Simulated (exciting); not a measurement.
C3N4, space group R3m, N K edge of atom 1, with 2 C at 1.33 Å (bent, 116°, site symmetry m); the tensor is averaged over the atoms equivalent by symmetry. Method: exciting, all-electron LAPW+lo, LDA, exchange and screened direct term (singlet BSE), 3×3×3 shifted k points, 26 conduction bands, |G+q| up to 3 bohr⁻¹, full RPA screening with nempty = 51, Lorentzian half width 0.45 eV.

```xyz
7
Lattice="2.3922 1.3811 3.5689 -2.3922 1.3811 3.5689 0.0000 -2.7623 3.5689" Properties=species:S:1:pos:R:3 pbc="T T T"
N    -1.1712    0.6762    3.5687
N     0.0000    0.0000    7.1264
N     0.0000   -1.3524    3.5687
N     1.1712    0.6762    3.5687
C    -1.1261   -0.6502    3.5670
C     1.1261   -0.6502    3.5670
C     0.0000    1.3003    3.5670
```

Energy from the Kohn–Sham onset, core level to the lowest empty state found on the meshes used; scaled to the maximum of the polarisation mean:

| E (eV) | curve 1 | curve 2 |
| --- | --- | --- |
| -5.5 | 0.06 | 0.01 |
| -5.0 | 0.08 | 0.01 |
| -4.5 | 0.12 | 0.01 |
| -4.0 | 0.20 | 0.01 |
| -3.5 | 0.36 | 0.01 |
| -3.0 | 0.82 | 0.01 |
| -2.5 | 2.35 | 0.01 |
| -2.0 | 2.22 | 0.01 |
| -1.5 | 0.80 | 0.01 |
| -1.0 | 0.39 | 0.02 |
| -0.5 | 0.28 | 0.02 |
| 0.0 | 0.24 | 0.02 |
| 0.5 | 0.24 | 0.03 |
| 1.0 | 0.33 | 0.03 |
| 1.5 | 0.35 | 0.05 |
| 2.0 | 0.40 | 0.08 |
| 2.5 | 0.68 | 0.11 |
| 3.0 | 0.84 | 0.16 |
| 3.5 | 0.34 | 0.24 |
| 4.0 | 0.19 | 0.33 |
| 4.5 | 0.15 | 0.46 |
| 5.0 | 0.14 | 0.46 |
| 5.5 | 0.15 | 0.52 |
| 6.0 | 0.14 | 0.66 |
| 6.5 | 0.12 | 0.90 |
| 7.0 | 0.13 | 0.94 |
| 7.5 | 0.14 | 1.00 |
| 8.0 | 0.14 | 0.83 |
| 8.5 | 0.14 | 0.57 |
| 9.0 | 0.13 | 0.44 |
| 9.5 | 0.13 | 0.42 |
| 10.0 | 0.11 | 0.46 |
| 10.5 | 0.09 | 0.45 |
| 11.0 | 0.08 | 0.43 |
| 11.5 | 0.09 | 0.37 |
| 12.0 | 0.10 | 0.31 |
| 12.5 | 0.11 | 0.29 |
| 13.0 | 0.11 | 0.28 |
| 13.5 | 0.12 | 0.30 |
| 14.0 | 0.11 | 0.31 |
| 14.5 | 0.11 | 0.31 |
| 15.0 | 0.12 | 0.37 |
| 15.5 | 0.16 | 0.49 |
| 16.0 | 0.17 | 0.45 |
| 16.5 | 0.18 | 0.29 |
| 17.0 | 0.15 | 0.24 |
| 17.5 | 0.12 | 0.20 |

Question: The curves are the diagonal elements of Im ε for ε ∥ c and ⊥ c. Which is which?

Curve 1: ε ∥ c, maxima -2.3 eV (2.98) and 2.8 eV (0.96). Curve 2: ε ⊥ c, maxima 4.7 eV (0.48), 7.4 eV (1.00) and 15.8 eV (0.52); 2 lower ones aren't listed. A K edge probes the empty p states along ε, which follow the bonds' lengths and directions.

[Banner, clock and machine lines of the logs are left out without a mark of their own.]

[Logs are printed without paths, hosts, clocks, repeated set-up lines and the standing remarks that a program may print on its own settings, such as how far it seeks lower states.]

[Hosts, paths, dates, database ids (printed as entryN), source tags and the programs' standing remarks are cut or masked in the printed files.]
